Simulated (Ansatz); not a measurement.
# BaPbS3 (model cell, started as cubic perovskite with Pb in the octahedra): following an unstable mode, part 2 of 3

Which phase does BaPbS3 (model cell, started as cubic perovskite with Pb in the octahedra) fall into along its unstable mode, and how much energy does it gain?

Ansatz 0.2.0; DFT PBEsol, scalar-relativistic, plane waves, PAW; PAW set soft_1.

So far, highest frequency on the path or at a solved wavevector (cm⁻¹): step 2 (the dispersion) 325. Also lowest frequency on the path (cm⁻¹): step 2 -103.

The structure was built from a prototype and need not be the compound's stable phase.

## Step 4: The mode frozen in, largest atomic shift 0.6 Å

The atoms are moved along the unstable eigenvector, the largest shift by 0.6 Å, with the cell fixed.

input.yaml reads:

```yaml
crystal:
  lattice:
    - [5.1559839981, 5.1559839981, 0.0]
    - [5.1559839981, 0.0, 5.1559839981]
    - [5.1559839981, 0.0, -5.1559839981]
  atoms:
    - { symbol: Ba, position: [0.0, 0.5, 0.5] }
    - { symbol: Ba, position: [0.0, 0.0, 0.0] }
    - { symbol: Pb, position: [0.5, 0.25, 0.75] }
    - { symbol: Pb, position: [0.5, 0.75, 0.25] }
    - { symbol: S, position: [0.5822857613, 0.4177142387, 0.4177142387] }
    - { symbol: S, position: [0.4177142387, 0.0822857613, 0.0822857613] }
    - { symbol: S, position: [0.0, -0.0411428807, 0.5411428807] }
    - { symbol: S, position: [0.0, 0.5411428807, -0.0411428807] }
    - { symbol: S, position: [0.5, 0.5411428807, -0.0411428807] }
    - { symbol: S, position: [0.5, -0.0411428807, 0.5411428807] }
kpoints:
  mp_grid: { grid: [8, 8, 8] }
hamiltonian:
  xc: pbesol
  pseudopotentials: { kind: paw, azcp: { folder: soft_1 }, xc_functional: pbe }
scf:
  occupations: { method: methfessel_paxton, width: 0.2 }
output:
  forces: true
  stress: true
  eigenvalues: true
```

The run is started by

```bash
$ ansatz run input.yaml --threads 4 --pin off --max-ram 16384MiB --backend cpu --events-out ev --progress --plain --runs-dir out
```

Numbers of over 12 decimals in the logs are rounded to 6 here.

What it wrote:

```text
[...]
Crystal: 10 atoms, lattice volume = 274.135 Å³
Basis set: ecut = 420 eV, 5329 PW (Γ), exchange–correlation on 100×100×100 points (8 copies of the dense FFT grid, shifted against one another)
Bands: 52, of which v1, the nominal top of the filled ones, is band 42 counted from 1 (41 counted from 0)
Symmetry: 8 space group operations
[...]
k-points: 95 of 512
[...]
k-point 0: bands = [... 38 lower, 6.0327, 6.0429, 6.1678, 6.3530, 6.4917, 9.4932, 9.4988, 9.6042, ... 6 higher]
  k-point 1: bands = [... 38 lower, 5.9883, 6.0287, 6.2187, 6.3811, 6.4582, 8.8869, 9.6848, 9.7881, ... 6 higher]
  k-point 2: bands = [... 38 lower, 5.9626, 6.0429, 6.2217, 6.3683, 6.3902, 8.0178, 10.1618, 10.2134, ... 6 higher]
  k-point 94: bands = [... 38 lower, 5.6990, 5.6990, 6.0877, 6.0877, 7.8011, 7.8011, 10.4319, 10.4319, ... 6 higher]
[key lines of the parts left out:]
SCF converged after 11 iterations
Free energy (F): -40557.353877 eV
Fermi energy:    6.401178 eV
P = ⅓ Tr σ = -0.6691 GPa (-6.691 kbar)
```

The job ended after 25 s (4 threads of Arm Neoverse V2, shared host; peak memory 1.3 GiB; 98 s of CPU time).

Numbers from this step:

```
pressure                         : -0.6691 GPa
energy from the undistorted cell : -60.16 meV/atom
```

The energy, extrapolated to zero smearing, is -60.16 meV/atom against the undistorted cell.

The run ends at a pressure of -0.67 GPa, with forces up to 0.42 eV/Å.

## Step 5: Energy along the mode, all amplitudes (two of the runs are shown above)

An imaginary frequency means negative curvature, so the energy should fall and then rise again as anharmonic terms take over.

This step gave:

- depth at the lowest point sampled: 60.16 meV/atom
- largest atomic shift at that point: 0.6 Å

Energy from the parent against largest atomic shift:

| largest atomic shift (Å) | energy from the parent (meV/atom) |
| --- | --- |
| 0.000 | 0 |
| 0.040 | -0.446 |
| 0.080 | -1.78 |
| 0.140 | -5.38 |
| 0.220 | -12.9 |
| 0.320 | -25.5 |
| 0.450 | -43.9 |
| 0.600 | -60.2 |

Displacement at unit largest shift by atom:

| atom | x (Å) | y (Å) | z (Å) | size |
| --- | --- | --- | --- | --- |
| Ba1 | 0.000 | 0.000 | 0.000 | 0.000 |
| Ba2 | 0.000 | 0.000 | 0.000 | 0.000 |
| Pb3 | 0.000 | 0.000 | 0.000 | 0.000 |
| Pb4 | 0.000 | 0.000 | 0.000 | 0.000 |
| S5 | -0.707 | 0.707 | 0.000 | 1.000 |
| S6 | 0.707 | -0.707 | 0.000 | 1.000 |
| S7 | 0.000 | 0.000 | -0.707 | 0.707 |
| S8 | 0.000 | 0.000 | 0.707 | 0.707 |
| S9 | 0.000 | 0.000 | 0.707 | 0.707 |
| S10 | 0.000 | 0.000 | -0.707 | 0.707 |

The lowest of the steps tried is the last one, at 0.6 Å, 60.2 meV/atom below the parent; the bottom of the well need not coincide with a step.

## Step 6: Relaxation from the frozen mode

Starting from the lowest point found, all atoms and the cell are let go, so that strain and other modes of the same symmetry can join in.

Changes to input.yaml since step 4:

```diff
@@ -27 +27,6 @@
   eigenvalues: true
+relax:
+  adjacent_minimum: "off"
+  f_tol: 0.002
+  max_steps: 120
+  cell: { stress_tol: 0.03 }
```

What it wrote:

```text
[...]
Crystal: 10 atoms, lattice volume = 274.135 Å³
Basis set: ecut = 420 eV, 5329 PW (Γ), exchange–correlation on 100×100×100 points (8 copies of the dense FFT grid, shifted against one another)
Bands: 52, of which v1, the nominal top of the filled ones, is band 42 counted from 1 (41 counted from 0)
Symmetry: 8 space group operations
[...]
k-points: 95 of 512
[...]
SCF iter   1: F=—  HF=-40562.350243 eV  |F-HF|=—  |Δ(HF+E_count)|=         —  Δρ=3.66e-2  dr2=1.30e1  ethr=3.10e-3  ⟨swp⟩=12.2  Hψ=28598  notcnv=0
[...]
SCF iter  11: F=-40557.353877 eV  HF=-40557.353877 eV  |F-HF|=2.12e-9  |Δ(HF+E_count)|=   9.84e-9  S|Δr|=    0.00e0  Δρ=1.68e-6  dr2=1.81e-8  ethr=1.19e-10  ⟨swp⟩=20.5  Hψ=35797  notcnv=0
SCF 1 converged in 11 iterations: F = -40557.353877 eV  dr2 = 1.81e-8
[...]
relax step   1: F+E_penalty+E_count = -40557.35387684 eV  Δ(F+E_penalty+E_count) = +0.000e0 eV  max|allowed force component| = 3.584e-1 eV/Å  Δτ_max = 0.0000 Å  P = -0.669 GPa  Ω = 274.135 Å³  (11 SCF iters, dr2 threshold 1.00e-7 eV, accepted)
Crystal: 10 atoms, lattice volume = 270.151 Å³
Basis set: ecut = 420 eV, 5287 PW (Γ), exchange–correlation on 100×100×100 points (8 copies of the dense FFT grid, shifted against one another)
[...]
SCF iter   7: F=-40557.598333 eV  HF=-40557.598333 eV  |F-HF|=1.48e-7  |Δ(HF+E_count)|=   4.09e-7  S|Δr|=    0.00e0  Δρ=6.76e-6  dr2=4.02e-7  ethr=1.19e-9  ⟨swp⟩=12.3  Hψ=27153  notcnv=0
SCF 2 converged in 7 iterations: F = -40557.598333 eV  dr2 = 4.02e-7
[...]
relax step   2: F+E_penalty+E_count = -40557.59833314 eV  Δ(F+E_penalty+E_count) = -2.445e-1 eV  max|allowed force component| = 1.411e-1 eV/Å  Δτ_max = 0.1669 Å  P = -0.246 GPa  Ω = 270.151 Å³  energy of the carried Pulay correction = +4.967e-4 eV  (7 SCF iters, dr2 threshold 1.00e-6 eV, accepted)
Crystal: 10 atoms, lattice volume = 267.546 Å³
Basis set: ecut = 420 eV, 5203 PW (Γ), exchange–correlation on 100×100×100 points (8 copies of the dense FFT grid, shifted against one another)
[...]
SCF iter   7: F=-40557.614640 eV  HF=-40557.614640 eV  |F-HF|=3.15e-7  |Δ(HF+E_count)|=   1.12e-6  S|Δr|=    0.00e0  Δρ=9.38e-6  dr2=7.76e-7  ethr=1.19e-9  ⟨swp⟩=12.3  Hψ=28267  notcnv=0
SCF 3 converged in 7 iterations: F = -40557.614640 eV  dr2 = 7.76e-7
relax step   3: F+E_penalty+E_count = -40557.61463962 eV  Δ(F+E_penalty+E_count) = -1.631e-2 eV  max|allowed force component| = 1.079e-1 eV/Å  Δτ_max = 0.0972 Å  P = +0.401 GPa  Ω = 267.546 Å³  energy of the carried Pulay correction = +8.253e-4 eV  (7 SCF iters, dr2 threshold 1.00e-6 eV, accepted)
[...]
relax step   4: F+E_penalty+E_count = -40557.63053002 eV  Δ(F+E_penalty+E_count) = -1.589e-2 eV  max|allowed force component| = 9.674e-3 eV/Å  Δτ_max = 0.0456 Å  P = -0.027 GPa  Ω = 269.602 Å³  energy of the carried Pulay correction = +5.656e-4 eV  (6 SCF iters, dr2 threshold 8.46e-7 eV, accepted)
[...]
relax step   5: F+E_penalty+E_count = -40557.63116933 eV  Δ(F+E_penalty+E_count) = -6.393e-4 eV  max|allowed force component| = 3.453e-3 eV/Å  Δτ_max = 0.0061 Å  P = -0.002 GPa  Ω = 269.600 Å³  energy of the carried Pulay correction = +5.659e-4 eV  (6 SCF iters, dr2 threshold 3.23e-8 eV, accepted)
[...]
relax step   6: F+E_penalty+E_count = -40557.63132632 eV  Δ(F+E_penalty+E_count) = -1.570e-4 eV  max|allowed force component| = 9.071e-4 eV/Å  Δτ_max = 0.0039 Å  P = -0.021 GPa  Ω = 269.812 Å³  energy of the carried Pulay correction = +5.393e-4 eV  (6 SCF iters, dr2 threshold 1.26e-8 eV, accepted)
Basis set: ecut = 420 eV, 5255 PW (Γ), exchange–correlation on 96×100×100 points (8 copies of the dense FFT grid, shifted against one another)
[...]
SCF iter   6: F=-40557.630888 eV  HF=-40557.630888 eV  |F-HF|=7.28e-12  |Δ(HF+E_count)|=    0.00e0  S|Δr|=    0.00e0  Δρ=9.25e-8  dr2=3.20e-11  ethr=1.00e-12  ⟨swp⟩=9.8  Hψ=23838  notcnv=0
SCF 7 converged in 6 iterations: F = -40557.630888 eV  dr2 = 3.20e-11
relax step   7: F+E_penalty+E_count = -40557.63088766 eV  Δ(F+E_penalty+E_count) = +4.387e-4 eV  max|allowed force component| = 8.314e-4 eV/Å  Δτ_max = 0.0000 Å  P = -0.019 GPa  Ω = 269.812 Å³  stress off target by 2.10e-2 GPa  SCF on the basis re-selected at this cell (its energy is not comparable with the rows above)  (6 SCF iters)
basis re-selected at this cell: Δ(F+E_penalty+E_count) = +4.387e-4 eV, ΔP = +0.001 GPa vs the last step (what re-selecting the basis moved, of the pressure what is left beyond the Pulay correction that the steps carried, after the strain that the cell walked since its last selection, with what the two solves' SCF thresholds leave and, on support functions, any second-order correction that the steps lacked; it is no measure of the basis error at this ecutwfc). The dense FFT grid was sized anew with the basis: this SCF ran on 48×50×50 points, the steps before it on 50×50×50, so part of this shift can come from that change (see relax.cell in the input reference). [rest of the remark cut]
SCF converged after 6 iterations
[...]
Free energy (F): -40557.630888 eV
[...]
Internal energy: -40557.637502 eV  (E = F + TS)
E sigma→0 (E₀):  -40557.632541 eV
Entropy (-TS):   0.006615 eV (0.661 meV/atom)
Fermi energy:    6.627902 eV
[...]
--- Forces (eV/Å), atoms counted from 1 ---
  atom   1  Ba    -0.00052258     0.00052258     0.00000000
  atom   2  Ba     0.00052258    -0.00052258     0.00000000
  atom   3  Pb    -0.00000000     0.00000000     0.00000000
  atom   4  Pb    -0.00000000     0.00000000     0.00000000
  atom   5  S      0.00083137    -0.00083137     0.00000000
  atom   6  S     -0.00083137     0.00083137     0.00000000
  atom   7  S      0.00000000     0.00000000     0.00078150
  atom   8  S      0.00000000     0.00000000    -0.00078150
  atom   9  S      0.00000000     0.00000000    -0.00078150
  atom  10  S      0.00000000     0.00000000     0.00078150
  max |Σ_I F_I| component: 7.59e-19 eV/Å
--- Stress (GPa, compression-positive) ---
       -0.018321       0.000065       0.000000
        0.000065      -0.018321       0.000000
        0.000000       0.000000      -0.020989
  P = ⅓ Tr σ = -0.0192 GPa (-0.192 kbar)
--- Band table (eV; the first three rows and the last of 95) ---
  k-point 0: bands = [... 38 lower, 6.0367, 6.0649, 6.4163, 6.4857, 6.6998, 9.5974, 9.6104, 9.6445, ... 6 higher]
  k-point 1: bands = [... 38 lower, 6.0481, 6.1610, 6.4140, 6.5747, 6.6669, 8.9286, 9.7328, 9.8683, ... 6 higher]
  k-point 2: bands = [... 38 lower, 6.0301, 6.2132, 6.4084, 6.6013, 6.6596, 8.1145, 10.1486, 10.2776, ... 6 higher]
  k-point 94: bands = [... 38 lower, 5.7664, 5.7664, 6.2481, 6.2481, 7.7765, 7.7765, 10.5067, 10.5067, ... 6 higher]
--- Relaxed structure (6 steps of the walk, 6 accepted, 1 SCFs on fresh bases) ---
  F+E_penalty+E_count = -40557.63088766 eV   max|allowed force component| = 8.314e-4 eV/Å   (the final SCF, on the basis selected at the relaxed cell)
  cell:  # Å, volume = 269.8117 Å³
    - [4.979902, 4.979902, 0.0]
    - [5.111486, -0.131584, 5.166831]
    - [5.111486, -0.131584, -5.166831]
  atoms:
    - { symbol: Ba, position: [-0.00961105, 0.509611, 0.509611] }
    - { symbol: Ba, position: [0.00961105, -0.00961105, -0.00961105] }
    - { symbol: Pb, position: [0.5, 0.25, 0.75] }
    - { symbol: Pb, position: [0.5, 0.75, 0.250000] }
    - { symbol: S, position: [0.588048, 0.411952, 0.411952] }
    - { symbol: S, position: [0.411952, 0.088048, 0.088048] }
    - { symbol: S, position: [-1.734723475976807e-18, -0.061860, 0.561860] }
    - { symbol: S, position: [-1.734723475976807e-18, 0.561860, -0.061860] }
    - { symbol: S, position: [0.5, 0.561860, -0.061860] }
    - { symbol: S, position: [0.5, -0.061860, 0.561860] }
```

Elapsed: 2.5 min, on 4 threads; peak memory 1.3 GiB; 9.7 min of CPU time.

Relaxation path:

| step | energy less that of the first step (eV) | largest force component (eV/Å) | pressure (GPa) | volume (Å³) |
| --- | --- | --- | --- | --- |
| 1 | 0.0000 | 0.3584 | -0.67 | 274.14 |
| 2 | -0.2445 | 0.1411 | -0.25 | 270.15 |
| 3 | -0.2608 | 0.1079 | 0.40 | 267.55 |
| 4 | -0.2767 | 0.0097 | -0.03 | 269.60 |
| 5 | -0.2773 | 0.0035 | 0.00 | 269.60 |
| 6 | -0.2774 | 0.0009 | -0.02 | 269.81 |
| 7* | -0.2770 | 0.0008 | -0.02 | 269.81 |

Relaxation steps marked * repeat the geometry before them on a plane-wave basis chosen anew for their cell, so energy and pressure can jump there.

Forces are held to the 8 operations that the run works with; a distortion that breaks them can't arise in this run.

| conventional cell, symmetrised | before | after | change |
| --- | --- | --- | --- |
| a (Å) | 7.292 | 7.043 | -3.4 % |
| b (Å) | 10.312 | 10.334 | +0.2 % |
| c (Å) | 7.292 | 7.415 | +1.7 % |
| volume (Å³/atom) | 27.41 | 26.98 | -1.6 % |

The atoms that moved most (Å, as changes of fractional coordinates times the final cell):

| atom | dx | dy | dz | length |
| --- | --- | --- | --- | --- |
| S8 | 0.000 | 0.000 | 0.214 | 0.214 |
| S9 | 0.000 | 0.000 | 0.214 | 0.214 |
| S7 | 0.000 | 0.000 | -0.214 | 0.214 |
| S10 | 0.000 | 0.000 | -0.214 | 0.214 |
| Ba1 | 0.050 | -0.050 | 0.000 | 0.071 |
| Ba2 | -0.050 | 0.050 | 0.000 | 0.071 |
| S5 | -0.030 | 0.030 | 0.000 | 0.043 |
| S6 | 0.030 | -0.030 | 0.000 | 0.043 |

Numbers from this step:

```yaml
pressure: -0.01921 GPa
volume_per_atom: 26.98 Å³
```

The distorted start has space group Imma; the relaxation ends in Imma.

## Step 7: The new phase in its own primitive cell

The relaxed structure is symmetrised, reduced to its primitive cell and relaxed tightly, as its phonons need.

input.yaml, the sections that differ from step 6:

```yaml
crystal:
  lattice:
    - [-3.5213227017, 5.1668306105, 3.7074106484]
    - [3.5213227017, -5.1668306105, 3.7074106484]
    - [3.5213227017, 5.1668306105, -3.7074106484]
  atoms:
    - { symbol: Ba, position: [0.2403889489, 0.9903889489, 0.25] }
    - { symbol: Ba, position: [0.7596110511, 0.0096110511, 0.75] }
    - { symbol: Pb, position: [0.5, 0.5, 0.0] }
    - { symbol: Pb, position: [0.0, 0.5, 0.5] }
    - { symbol: S, position: [0.3380476133, 0.5880476133, 0.75] }
    - { symbol: S, position: [0.6619523867, 0.4119523867, 0.25] }
    - { symbol: S, position: [0.8118599481, 0.0, 0.3118599481] }
    - { symbol: S, position: [0.1881400519, 0.0, 0.6881400519] }
    - { symbol: S, position: [0.1881400519, 0.5, 0.1881400519] }
    - { symbol: S, position: [0.8118599481, 0.5, 0.8118599481] }
relax:
  adjacent_minimum: "off"
  f_tol: 0.001
  max_steps: 60
  cell: { stress_tol: 0.01 }
# kpoints, hamiltonian, scf, output: as in step 6
```

What it wrote:

```text
[...]
Crystal: 10 atoms, lattice volume = 269.812 Å³
Basis set: ecut = 420 eV, 5255 PW (Γ), exchange–correlation on 100×100×100 points (8 copies of the dense FFT grid, shifted against one another)
Bands: 52, of which v1, the nominal top of the filled ones, is band 42 counted from 1 (41 counted from 0)
Symmetry: 8 space group operations
[...]
k-points: 95 of 512
[...]
- { symbol: Pb, position: [0.5, 0.5, 0] }
    - { symbol: Pb, position: [0, 0.5, 0.5] }
    - { symbol: S, position: [0.338003, 0.588003, 0.75] }
    - { symbol: S, position: [0.661997, 0.411997, 0.250000] }
    - { symbol: S, position: [0.811824, 2.7755575615628914e-17, 0.311824] }
    - { symbol: S, position: [0.188176, 0.0, 0.688176] }
    - { symbol: S, position: [0.188176, 0.5, 0.188176] }
    - { symbol: S, position: [0.811824, 0.5, 0.811824] }
[key lines of the parts left out:]
SCF converged after 8 iterations
Free energy (F): -40557.630898 eV
Fermi energy:    6.633009 eV
P = ⅓ Tr σ = 0.0005 GPa (0.005 kbar)
```

It took 89 s on 4 threads; peak memory 1.3 GiB.

Little changed from the start: no atom moved by 0.005 Å and no cell edge by 0.1 %.

This step gave:

- pressure: 5.14e-4 GPa
- volume per atom: 26.97 Å³

The largest force component left is 0.22 meV/Å and the pressure is 0.001 GPa, within the tolerances set. The cell now holds 26.97 Å³/atom.

[end of part 2 of 3]

[Logs are printed without paths, hosts, clocks, repeated set-up lines and the standing remarks that a program may print on its own settings, such as how far it seeks lower states.]

[Hosts, paths, dates, database ids (printed as entryN), source tags and the programs' standing remarks are cut or masked in the printed files.]
